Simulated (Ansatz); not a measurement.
# Sn on Ta(110), longbridge start, 2x2 cell: work function, bands and core levels, part 3 of 3

Aim: how the adsorbate changes the work function, the valence spectrum and the core levels in Sn on Ta(110), longbridge start, 2x2 cell. Spin–orbit coupling is left out of the bands throughout.

Ansatz 0.2.0; DFT, PBE, plane-wave PAW, default files, scalar-relativistic.

So far, work function, upper face (eV): step 2 (the clean face) 4.79; step 3 (relaxing the atoms) 4.70; step 4 (layer-resolved bands, DOS and potential) 4.70.

## 5. Core holes

XPS shifts tell sites apart. Each chosen atom gets a core hole in a self-consistent pass of its own.

input.yaml reads:

```yaml
crystal:
  lattice:
    - [6.62, 0.0, 0.0]
    - [3.31, 4.6810468915, 0.0]
    - [0.0, 0.0, 23.6215703372]
  atoms:
    - { symbol: Sn_h, position: [0.2499759716, 0.0, 0.7082331066] }
    - { symbol: Ta, position: [-0.0135426277, 0.0, 0.611141079] }
    - { symbol: Ta_h, position: [0.5135207078, 0.0, 0.611143829] }
    - { symbol: Ta_h, position: [0.0114422328, 0.4770975264, 0.6136710726] }
    - { symbol: Ta, position: [0.4885397592, 0.5229024736, 0.6136710726] }
    - { symbol: Ta, position: [0.749997705, 0.4999908457, 0.5158030869] }
    - { symbol: Ta, position: [0.2499885506, 0.5000091543, 0.5158030869] }
    - { symbol: Ta, position: [0.7499895007, 0.0, 0.5143816154] }
    - { symbol: Ta, position: [0.2499980128, 0.0, 0.5164714301] }
    - { symbol: Ta_h, position: [0.0, 0.0, 0.41659057] }
    - { symbol: Ta, position: [0.5, 0.0, 0.41659057] }
    - { symbol: Ta, position: [0.0, 0.5, 0.41659057] }
    - { symbol: Ta, position: [0.5, 0.5, 0.41659057] }
    - { symbol: Ta, position: [0.75, 0.5, 0.31750641] }
    - { symbol: Ta, position: [0.25, 0.5, 0.31750641] }
    - { symbol: Ta, position: [0.75, 0.0, 0.31750641] }
    - { symbol: Ta, position: [0.25, 0.0, 0.31750641] }
kpoints:
  mp_grid: { grid: [8, 8, 1] }
scf:
  occupations: { method: fermi_dirac, width: 0.05 }
  n_extra_bands: 14
hamiltonian:
  xc: pbe
  pseudopotentials: { kind: paw }
output:
  forces: true
  write_potential: true
  volumetric_format: []
  core_levels:
    shells: { Sn_h: "3d", Ta_h: "4f" }
    counted_from: fermi_level
    add_spin: false
efield:
  axis: 3
  dipole_correction: true
```

The run is started by

```console
> ansatz run input.yaml --threads 8 --pin off --max-ram 20480MiB --backend cpu --events-out ev --progress --plain --runs-dir out
```

It took 6.9 min on 8 threads of Arm Neoverse V1, shared host; peak memory 4.9 GiB.

This step gave:

| Item | Value |
| --- | --- |
| symmetry operations | 1 |

Each level is the free energy with the hole less that without it. The electron goes to the Fermi level, so the difference is a binding energy from E_F. The hole's nearest image is 5.7 Å away, and the holes carry no spin, so absolute levels are rough.

```tsv
atom	region	shell	level (eV)	shift (eV)	potential at nucleus, shift (V)	j lines (eV)	doubts
Sn1	adsorbate	3d	483.50	-	+0.00	488.54 / 480.14	-
Ta3	layer 1	4f	22.82	+0.10	+0.27	23.90 / 22.01	dataset error 0.25 eV
Ta4	layer 1	4f	23.04	+0.32	+0.59	24.11 / 22.23	dataset error 0.25 eV
Ta10	layer 3	4f	22.72	+0.00	+0.00	23.80 / 21.91	dataset error 0.25 eV
```

Levels of p, d and f shells are means over their two j lines, weighted by degeneracy; the splitting comes from the atom's own solve. Shifts count from the last listed atom of each element. A higher potential at the nucleus binds core electrons more tightly, so that column is a rough initial-state shift.

The Ta 4f lines of the listed atoms alone (other atoms of the cell aren't counted), as Gaussians 0.3 eV wide, no depth weighting. Table of intensity by Ta 4f level; read off at these points:

```tsv
Ta 4f level (eV)	intensity (%)
21.30	5.9e-4
21.40	0.0194
21.50	0.323
21.60	3.05
21.70	16.0
21.80	48.3
21.90	86.7
22.00	99.9
22.10	87.2
22.20	70.2
22.30	47.0
22.40	20.4
22.50	5.00
22.60	0.691
22.70	0.0505
22.80	0.00204
22.90	0
23.00	0
23.10	0
23.20	6.8e-4
23.30	0.0198
23.40	0.319
23.50	2.77
23.60	13.8
23.70	39.4
23.80	67.3
23.87	75.0
23.90	74.5
24.00	64.1
24.10	51.2
24.20	33.1
24.30	13.6
24.40	3.16
24.50	0.403
24.60	0.0283
24.70	0.00100
```

## 6. Without the dipole correction

Leaving out the dipole correction shows the spurious field between unlike faces.

input.yaml reads:

```yaml
crystal:
  lattice:
    - [6.62, 0.0, 0.0]
    - [3.31, 4.6810468915, 0.0]
    - [0.0, 0.0, 23.6215703372]
  atoms:
    - { symbol: Sn, position: [0.2499759716, 0.0, 0.7082331066] }
    - { symbol: Ta, position: [-0.0135426277, 0.0, 0.611141079] }
    - { symbol: Ta, position: [0.5135207078, 0.0, 0.611143829] }
    - { symbol: Ta, position: [0.0114422328, 0.4770975264, 0.6136710726] }
    - { symbol: Ta, position: [0.4885397592, 0.5229024736, 0.6136710726] }
    - { symbol: Ta, position: [0.749997705, 0.4999908457, 0.5158030869] }
    - { symbol: Ta, position: [0.2499885506, 0.5000091543, 0.5158030869] }
    - { symbol: Ta, position: [0.7499895007, 0.0, 0.5143816154] }
    - { symbol: Ta, position: [0.2499980128, 0.0, 0.5164714301] }
    - { symbol: Ta, position: [0.0, 0.0, 0.41659057] }
    - { symbol: Ta, position: [0.5, 0.0, 0.41659057] }
    - { symbol: Ta, position: [0.0, 0.5, 0.41659057] }
    - { symbol: Ta, position: [0.5, 0.5, 0.41659057] }
    - { symbol: Ta, position: [0.75, 0.5, 0.31750641] }
    - { symbol: Ta, position: [0.25, 0.5, 0.31750641] }
    - { symbol: Ta, position: [0.75, 0.0, 0.31750641] }
    - { symbol: Ta, position: [0.25, 0.0, 0.31750641] }
kpoints:
  mp_grid: { grid: [8, 8, 1] }
scf:
  occupations: { method: fermi_dirac, width: 0.05 }
  n_extra_bands: 21
hamiltonian:
  xc: pbe
  pseudopotentials: { kind: paw }
output:
  forces: true
  write_potential: true
  volumetric_format: []
  dos:
    projected:
      site_lists:
        adsorbate: [0]
        layer_1: [1, 2, 3, 4]
        layer_2: [5, 6, 7, 8]
        layer_3: [9, 10, 11, 12]
        other_layers: [13, 14, 15, 16]
    de: 0.05
    e_range: [-30, 12]
    method: { smearing: { sigma: 0.15, scheme: gaussian } }
```

Run time: 52 s. Hardware: 8 threads; peak memory 4.1 GiB; 6.7 min of CPU time.

Residual by cycle:

cycle, log10 residual and a bar from the least value:
```
        1        0.8 ##############################
        2       -1.2 ######################
        3       -2.0 ####################
        4       -3.3 ###############
        5       -4.4 ###########
        6       -5.1 ########
        7       -6.7 ##
        8       -7.4
```

The run finished; it serves as a test, and its numbers are not taken as the result.

## 7. Outcome

| Item | Value |
| --- | --- |
| work function | 4.70 eV (other face 4.80 eV) |
| change from the clean face | -0.09 eV |
| Ta 5d centre of the filled part above −10 eV, from the plotted curve, layer 1 | -1.69 eV |
| Ta 5d centre of the filled part above −10 eV, from the plotted curve, layer 3 | -1.81 eV |
| Ta core shifts among the listed atoms, from the last listed one | +0.00 to +0.32 eV |

In words: The Fermi level of Sn on Ta(110), longbridge start, 2x2 cell lies 4.70 eV (other face 4.80 eV) below the vacuum, a change of -0.09 eV from the clean face. Only the strongest levels a point were stored, too few to count surface states. After relaxation Sn1 stands 2.26 Å above the top layer, bonded to 4 Ta atoms at 2.88 to 3.16 Å. The bare lower face differs from the lower face of the clean 1×1 slab by 0.06 eV, a measure of the error from mesh and slab. Core shifts: Ta +0.00 to +0.32 eV. Among the sites run, the most bound Ta 4f level is that of Ta4 (layer 1), bonded to 10 Ta and 1 Sn; the least bound, 0.32 eV shallower, that of Ta10 (layer 3), bonded to 14 Ta. At 21.2 eV the valence spectrum has its highest listed peaks within 10.8 eV at 0.3 eV (Ta 5d), 1.4 eV (Ta 5d) and 2.9 eV (Ta 5d). At 1486.7 eV the valence spectrum has its highest listed peaks within 13 eV at 0.4 eV (Ta 5d), 1.4 eV (Ta 5d) and 2.9 eV (Ta 5d), and the deeper Sn 4d line at 20.7 eV is higher still (without the spin–orbit splitting that a measurement shows). The shell named is the one with most of the intensity, cross sections included, not always the one with most states there. Semilocal functionals put filled localised shells such as Sn 4d too near the top of the filled states. Spin–orbit coupling is left out, which matters for the heavy atoms here. The slab's own atoms span 7.0 Å, so bulk bands appear as a few quantum-well levels, and states of the two faces can mix. The program warns of density or levels in the vacuum in some of these runs, so vacuum levels and energy differences can be a little off.

[Logs are printed without paths, hosts, clocks, repeated set-up lines and the standing remarks that a program may print on its own settings, such as how far it seeks lower states.]

[Hosts, paths, dates, database ids (printed as entryN), source tags and the programs' standing remarks are cut or masked in the printed files.]

[Maps of the electrostatic potential energy from Ansatz leave out the sawtooth potential of an applied field or a dipole correction, so their vacuum need not be flat; work functions include it.]
